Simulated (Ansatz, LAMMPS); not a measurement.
# Aqueous H3O+ and Cl-, 2.6 mol of acid per kg of water at 280 K (207 atoms): support functions against a reference

Wanted: errors and times of a linear-scaling basis for aqueous H3O+ and Cl-, 2.6 mol of acid per kg of water at 280 K (207 atoms). A setting counts as converged where the r.m.s. difference of forces stays under 1 % of the r.m.s. force.

Calculated with Ansatz 0.2.0; Kohn-Sham DFT, PBE+D4, PAW (set soft_2), plane waves.

Report form: the programs' logs are mostly left out.

## (1) The structure

The cell holds 207 atoms: 67 O, 137 H and 3 Cl. Its edges and angles: a = 12.793 Å, b = 12.793 Å, c = 12.793 Å, α = 90.0°, β = 90.0°, γ = 90.0°. 64 H2O, 3 H3O+, 3 Cl- placed at random, at 1.04 g/cm³; overlaps pushed apart, then 10 ps at 420 K with Joung-Cheatham ions (J. Phys. Chem. B 112, 9020 (2008)); MMFF94 bonds, angles, torsions, charges and radii (Halgren, J. Comput. Chem. 17, 490 (1996)) in harmonic and 12-6 forms; SPC/E water (Berendsen, Grigera and Straatsma, J. Phys. Chem. 91, 6269 (1987)). Snapshot after 20 ps at 280 K and fixed volume.

Limits known from the start: The network of contacts between molecules at the start is that of the classical potential that made the cell, and needn't be the one that DFT or experiment would give. The density was typed from a rule of thumb and may lie off the real one at this temperature. Only the Γ point is sampled, in a cell whose shortest periodic width is 13 Å.

## (2) Making the structure

A classical potential supplies the starting structure, since it reaches far longer times than DFT.

This step: classical MD, Joung-Cheatham ions (J. Phys. Chem. B 112, 9020 (2008)); MMFF94 bonds, angles, torsions, charges and radii (Halgren, J. Comput. Chem. 17, 490 (1996)) in harmonic and 12-6 forms; SPC/E water (Berendsen, Grigera and Straatsma, J. Phys. Chem. 91, 6269 (1987)) (LAMMPS 22 Jul 2025 - Update 4).

Input file in.lmp:

```
# aqueous H3O+ and Cl-, 2.6 mol of salt per kg of water
units real
atom_style full
boundary p p p
bond_style harmonic
angle_style harmonic
dihedral_style opls
improper_style harmonic
special_bonds lj 0 0 0.5 coul 0 0 0.75
read_data data.lmp
neigh_modify delay 0 every 1 check yes one 4000
comm_modify cutoff 12.0
timestep 0.5
thermo_style custom step time temp pe press density
thermo_modify norm yes
# push overlapping molecules apart
pair_style soft 2.6
pair_coeff * * 0.0
variable a equal ramp(1,60)
fix ad all adapt 1 pair soft a * * v_a
velocity all create 420 785811 mom yes dist gaussian
fix lim all nve/limit 0.03
fix lan all langevin 420 420 50 785812 zero yes
thermo 1000
run 3000 post no
unfix ad
pair_style lj/cut/coul/long 9.0
pair_modify mix arithmetic tail yes
pair_coeff 1 1 0.0763 3.3270   # O
pair_coeff 2 2 0.0100 1.2000   # H
pair_coeff 3 3 0.1553 3.1660   # O
pair_coeff 4 4 0.0000 1.0000   # H
pair_coeff 5 5 0.0128 4.8305   # Cl
kspace_style pppm 1.0e-4
# [... 18 lines left out ...]
compute msd all msd com yes
thermo 5000
fix md all nvt temp 280 280 100
run 20000 post no
print "== T280: mean square displacement over the hold $(c_msd[4]:%.2f) A^2"
unfix md
uncompute msd
write_dump all custom T280.dump id type xs ys zs modify sort id
```

Started as:

```console
lmp -in in.lmp -log none -nocite
```

Elapsed: 32 s, on 1 thread of Intel Xeon Platinum 8375C at 2.90GHz (Ice Lake), shared host; peak memory 0.12 GiB.

The input also reads data.lmp (atoms, bonds and types; not printed here).

## (3) Plane-wave single point

The first run uses the default basis; a harder plane-wave run follows as the reference for the support functions.

Input file input.yaml:

```yaml
crystal:
  lattice:
    - [12.79312, 0.0, 0.0]
    - [0.0, 12.79312, 0.0]
    - [0.0, 0.0, 12.79312]
  atoms:
    - { symbol: O, position: [0.86686, 0.75376, 0.7491] }
    - { symbol: H, position: [0.90837, 0.81945, 0.76697] }
    - { symbol: H, position: [0.7996, 0.7561, 0.7899] }
    - { symbol: H, position: [0.82302, 0.76296, 0.68447] }
    - { symbol: O, position: [0.46715, 0.55605, 0.18145] }
    - { symbol: H, position: [0.5013, 0.48622, 0.17071] }
    - { symbol: H, position: [0.5228, 0.59637, 0.14681] }
    - { symbol: H, position: [0.40746, 0.54183, 0.13266] }
    - { symbol: O, position: [0.82716, 0.30629, 0.93995] }
    - { symbol: H, position: [0.7629, 0.33572, 0.9246] }
    - { symbol: H, position: [0.85541, 0.28467, 0.87152] }
    - { symbol: H, position: [0.80836, 0.2319, 0.96658] }
    - { symbol: O, position: [0.34244, 0.06378, 0.7101] }
    - { symbol: H, position: [0.32914, 0.99121, 0.68428] }
    - { symbol: H, position: [0.38816, 0.10158, 0.6592] }
    - { symbol: O, position: [0.44927, 0.42325, 0.0148] }
    - { symbol: H, position: [0.4232, 0.35104, 0.02948] }
    - { symbol: H, position: [0.51433, 0.4192, 0.97165] }
    - { symbol: O, position: [0.13393, 0.39514, 0.51723] }
    - { symbol: H, position: [0.18295, 0.41899, 0.57324] }
    - { symbol: H, position: [0.13841, 0.4438, 0.45622] }
    - { symbol: O, position: [0.90865, 0.94715, 0.82964] }
    - { symbol: H, position: [0.84412, 0.96706, 0.869] }
    - { symbol: H, position: [0.94988, 0.01144, 0.81298] }
    - { symbol: O, position: [0.66562, 0.60488, 0.14433] }
    - { symbol: H, position: [0.68738, 0.66219, 0.19283] }
    - { symbol: H, position: [0.72605, 0.55684, 0.13201] }
    - { symbol: O, position: [0.06941, 0.07476, 0.15816] }
    - { symbol: H, position: [0.02502, 0.06113, 0.22103] }
    - { symbol: H, position: [0.06123, 0.01602, 0.10725] }
    - { symbol: O, position: [0.02597, 0.11835, 0.80924] }
    - { symbol: H, position: [0.08198, 0.11421, 0.8636] }
    [... 169 atom lines left out ...]
    - { symbol: O, position: [0.24931, 0.54418, 0.07946] }
    - { symbol: H, position: [0.19168, 0.49228, 0.06968] }
    - { symbol: H, position: [0.22209, 0.6162, 0.06597] }
    - { symbol: Cl, position: [0.64142, 0.85207, 0.27393] }
    - { symbol: Cl, position: [0.50199, 0.73529, 0.60393] }
    - { symbol: Cl, position: [0.89432, 0.52218, 0.18805] }
kpoints:
  mp_grid: { grid: [1, 1, 1] }
hamiltonian:
  xc: pbe
  dispersion: d4
scf:
  occupations: { method: gaussian, width: 0.05 }
output:
  forces: true
  stress: true
  populations: intrinsic
  dos:
    method: { smearing: { sigma: 0.15 } }
    de: 0.1
    projected: { site_lists: { Cl: [Cl], H: [H], O: [O] } }
  eigenvalues: true
  write_density: true
  write_potential: true
  volumetric_format: npy
  elf: true
```

Started as:

```console
ansatz run input.yaml --threads 8 --pin off --max-ram 15872MiB --backend cpu --events-out ev --progress --plain --runs-dir out
```

Wall time 16 s (8 threads of Intel Xeon Platinum 8375C at 2.90GHz (Ice Lake), shared host); peak memory 3.1 GiB.

The program notes that the exchange-correlation potential is rough where the density is thin.

The run gave:

```yaml
free_energy: -43466.5883 eV
free_energy_per_atom: -209.9835 eV/atom
scf_cycles: 9
pressure: -2.254 GPa
r_m_s_force_component: 0.5784 eV/Å
longest_force: 4.159 eV/Å
fermi_energy: 0.1138 eV
spacing_of_highest_filled_and_lowest_empty_level: 3.735 eV
```

The r.m.s. force component of 0.58 eV/Å sets the scale for the differences below.

## (4) Plane waves at 750 eV (750 eV)

A harder cutoff gives the support functions a reference with less basis error.

input.yaml, the sections that differ from step 3:

```yaml
output:
  forces: true
  eigenvalues: true
basis:
  ecutwfc: "750 eV"
# crystal, kpoints, hamiltonian, scf: as in step 3
```

Run time: 17 s. Hardware: 8 threads; peak memory 6.2 GiB.

Forces differ from the reference by 10 meV/Å r.m.s., 1.8 % of their size, over a tolerance of 1 %; the energy by -5.1 meV/atom. This is the tighter run, so the reference isn't converged in this setting (nor is this run shown to be).

## (5) Support functions medium

The cell is solved in localised support functions. Besides, the program derives a nominal cutoff of 464 eV for this run, against the reference's 750.

This step: Kohn-Sham DFT, PBE+D4, PAW (set soft_2), localised support functions (medium) (Ansatz 0.2.0).

input.yaml, the sections that differ from step 4:

```yaml
scf:
  occupations: { method: gaussian, width: 0.05 }
  eigensolver: { kind: { support_functions: { accuracy: medium } } }
  max_iter: 150
# crystal, kpoints, hamiltonian, output: as in step 4
# basis: removed
```

Elapsed: 51 s, on 8 threads; peak memory 4.9 GiB; 6.4 min of CPU time.

The program notes that the band table was not solved further than the SCF left it and it switched symmetry off.

Keys that differ from the reference: basis.ecutwfc removed, support_functions.accuracy = "medium" and scf.max_iter = 150.

Forces differ from the reference by 1.9 meV/Å r.m.s., 0.33 % of their size, within a tolerance of 1 %; the energy by -0.72 meV/atom. It took 3.0 times the reference's time (shared host, so rough).

## (6) Support functions low

The cell is solved in localised support functions. Besides, the program derives a nominal cutoff of 420 eV for this run, against the reference's 750.

This step: Kohn-Sham DFT, PBE+D4, PAW (set soft_2), localised support functions (low) (Ansatz 0.2.0).

input.yaml, the sections that differ from step 5:

```yaml
scf:
  occupations: { method: gaussian, width: 0.05 }
  eigensolver: { kind: { support_functions: { accuracy: low } } }
  max_iter: 150
# crystal, kpoints, hamiltonian, output: as in step 5
```

It took 46 s on 8 threads; peak memory 4.7 GiB; 5.8 min of CPU time.

Keys that differ from the reference: basis.ecutwfc removed, support_functions.accuracy = "low" and scf.max_iter = 150.

Forces differ from the reference by 1.8 meV/Å r.m.s., 0.31 % of their size, within a tolerance of 1 %; the energy by -0.72 meV/atom. It took 2.7 times the reference's time (shared host, so rough).

## (7) Support functions high

The cell is solved in localised support functions. Besides, the program derives a nominal cutoff of 631 eV for this run, against the reference's 750.

This step: Kohn-Sham DFT, PBE+D4, PAW (set soft_2), localised support functions (high) (Ansatz 0.2.0).

input.yaml, the sections that differ from step 6:

```yaml
scf:
  occupations: { method: gaussian, width: 0.05 }
  eigensolver: { kind: { support_functions: { accuracy: high } } }
  max_iter: 150
# crystal, kpoints, hamiltonian, output: as in step 6
```

Run time: 3.9 min. Hardware: 8 threads; peak memory 13 GiB; 30 min of CPU time.

Keys that differ from the reference: basis.ecutwfc removed, support_functions.accuracy = "high" and scf.max_iter = 150.

Forces differ from the reference by 1.8 meV/Å r.m.s., 0.31 % of their size, within a tolerance of 1 %; the energy by -0.80 meV/atom. It took 14 times the reference's time (shared host, so rough).

## (8) Support functions medium, radius 3.3 Å

The radius confines each support function; a larger one gives more freedom and more work per atom. Besides, the program derives a nominal cutoff of 464 eV for this run, against the reference's 750.

This step: Kohn-Sham DFT, PBE+D4, PAW (set soft_2), localised support functions (medium) (Ansatz 0.2.0).

input.yaml, the sections that differ from step 7:

```yaml
scf:
  occupations: { method: gaussian, width: 0.05 }
  eigensolver: { kind: { support_functions: { accuracy: medium, radius: 3.3 } } }
  max_iter: 150
# crystal, kpoints, hamiltonian, output: as in step 7
```

It took 53 s on 8 threads; peak memory 4.8 GiB; 6.6 min of CPU time.

Keys that differ from the reference: basis.ecutwfc removed, support_functions.accuracy = "medium", support_functions.radius = 3.3 and scf.max_iter = 150.

Forces differ from the reference by 1.9 meV/Å r.m.s., 0.33 % of their size, within a tolerance of 1 %; the energy by -0.72 meV/atom. It took 3.1 times the reference's time (shared host, so rough).

## (9) Support functions medium, radius 3.57 Å

input.yaml, the sections that differ from step 8:

```yaml
scf:
  occupations: { method: gaussian, width: 0.05 }
  eigensolver: { kind: { support_functions: { accuracy: medium, radius: 3.57 } } }
  max_iter: 150
# crystal, kpoints, hamiltonian, output: as in step 8
```

It took 58 s on 8 threads; peak memory 5.1 GiB.

Keys that differ from the reference: basis.ecutwfc removed, support_functions.accuracy = "medium", support_functions.radius = 3.57 and scf.max_iter = 150.

Forces differ from the reference by 1.9 meV/Å r.m.s., 0.32 % of their size, within a tolerance of 1 %; the energy by -0.72 meV/atom. It took 3.4 times the reference's time (shared host, so rough).

## (10) Support functions medium, radius 3.81 Å

input.yaml, the sections that differ from step 9:

```yaml
scf:
  occupations: { method: gaussian, width: 0.05 }
  eigensolver: { kind: { support_functions: { accuracy: medium, radius: 3.81 } } }
  max_iter: 150
# crystal, kpoints, hamiltonian, output: as in step 9
```

It took 74 s on 8 threads; peak memory 5.4 GiB; 9.2 min of CPU time.

Keys that differ from the reference: basis.ecutwfc removed, support_functions.accuracy = "medium", support_functions.radius = 3.81 and scf.max_iter = 150.

Forces differ from the reference by 1.9 meV/Å r.m.s., 0.32 % of their size, within a tolerance of 1 %; the energy by -0.72 meV/atom. It took 4.4 times the reference's time (shared host, so rough).

## (11) Support functions medium, radius 4.08 Å

input.yaml, the sections that differ from step 10:

```yaml
scf:
  occupations: { method: gaussian, width: 0.05 }
  eigensolver: { kind: { support_functions: { accuracy: medium, radius: 4.08 } } }
  max_iter: 150
# crystal, kpoints, hamiltonian, output: as in step 10
```

Elapsed: 88 s, on 8 threads; peak memory 5.9 GiB.

Keys that differ from the reference: basis.ecutwfc removed, support_functions.accuracy = "medium", support_functions.radius = 4.08 and scf.max_iter = 150.

Forces differ from the reference by 1.8 meV/Å r.m.s., 0.31 % of their size, within a tolerance of 1 %; the energy by -0.72 meV/atom. It took 5.2 times the reference's time (shared host, so rough).

## (12) Support functions medium, radius 4.59 Å

input.yaml, the sections that differ from step 11:

```yaml
scf:
  occupations: { method: gaussian, width: 0.05 }
  eigensolver: { kind: { support_functions: { accuracy: medium, radius: 4.59 } } }
  max_iter: 150
# crystal, kpoints, hamiltonian, output: as in step 11
```

Elapsed: 1.9 min, on 8 threads; peak memory 7.2 GiB.

Keys that differ from the reference: basis.ecutwfc removed, support_functions.accuracy = "medium", support_functions.radius = 4.59 and scf.max_iter = 150.

Forces differ from the reference by 1.9 meV/Å r.m.s., 0.32 % of their size, within a tolerance of 1 %; the energy by -0.72 meV/atom. It took 6.6 times the reference's time (shared host, so rough).

## (13) Support functions medium, radius 5.1 Å

input.yaml, the sections that differ from step 12:

```yaml
scf:
  occupations: { method: gaussian, width: 0.05 }
  eigensolver: { kind: { support_functions: { accuracy: medium, radius: 5.1 } } }
  max_iter: 150
# crystal, kpoints, hamiltonian, output: as in step 12
```

The job ended after 2.7 min (8 threads; peak memory 9.2 GiB).

Keys that differ from the reference: basis.ecutwfc removed, support_functions.accuracy = "medium", support_functions.radius = 5.1 and scf.max_iter = 150.

Forces differ from the reference by 1.9 meV/Å r.m.s., 0.33 % of their size, within a tolerance of 1 %; the energy by -0.72 meV/atom. It took 9.5 times the reference's time (shared host, so rough).

## (14) What each setting buys

Differences are against the plane-wave reference (Kohn-Sham DFT, PBE+D4, PAW (set soft_2), plane waves), whose r.m.s. force component is 0.578 eV/Å. Energies are set beside the reference only for runs with its functional, potentials and electron count. Times are for 8 threads of Intel Xeon Platinum 8375C at 2.90GHz (Ice Lake), shared host. The reference's time includes the DOS, ELF, the stress and grids, which some other runs skip.

```
                           run  Δ force, r.m.s. (meV/Å)  share of r.m.s. force (%)  Δ energy (meV/atom)  Δ gap (eV)  cycles  time  host memory (GiB)
                     reference                        -                          -                    -           -       9  16 s                3.1
plane waves at 750 eV (750 eV)                     10.5                       1.81                -5.12      5.0e-4       9  17 s                6.2
```

## (15) What each setting buys

Each row is set against the run with plane waves at 750 eV (Kohn-Sham DFT, PBE+D4, PAW (set soft_2), plane waves; r.m.s. force component 0.584 eV/Å). Energies are set beside the reference only for runs with its functional, potentials and electron count. Times are for 8 threads of Intel Xeon Platinum 8375C at 2.90GHz (Ice Lake), shared host.

```
                                    run  Δ force, r.m.s. (meV/Å)  share of r.m.s. force (%)  Δ energy (meV/atom)  Δ gap (eV)  cycles     time  host memory (GiB)
                              reference                        -                          -                    -           -       9     17 s                6.2
               support functions medium                     1.91                      0.328               -0.722     -1.0e-4      12     51 s                4.9
                  support functions low                     1.79                      0.307               -0.716      0.0015      10     46 s                4.7
                 support functions high                     1.84                      0.315               -0.802           0      16  3.9 min                 13
 support functions medium, radius 3.3 Å                     1.92                      0.329               -0.722           0      12     53 s                4.8
support functions medium, radius 3.57 Å                     1.90                      0.325               -0.722           0      12     58 s                5.1
support functions medium, radius 3.81 Å                     1.86                      0.319               -0.722           0      12     74 s                5.4
support functions medium, radius 4.08 Å                     1.84                      0.315               -0.722           0      12     88 s                5.9
support functions medium, radius 4.59 Å                     1.86                      0.319               -0.722      1.0e-4      12  1.9 min                7.2
 support functions medium, radius 5.1 Å                     1.90                      0.326               -0.722      1.0e-4      12  2.7 min                9.2
```

(Part 1 of 2 ends here.)

[Logs are printed without paths, hosts, clocks, repeated set-up lines and the standing remarks that a program may print on its own settings, such as how far it seeks lower states.]

[Hosts, paths, dates, database ids (printed as entryN), source tags and the programs' standing remarks are cut or masked in the printed files.]

[The MMFF94 radii named for the starting cell were scaled by 0.96; in molecules described by MMFF94, hydrogen bound to N, O or S took a small fixed 12-6 site in their place.]
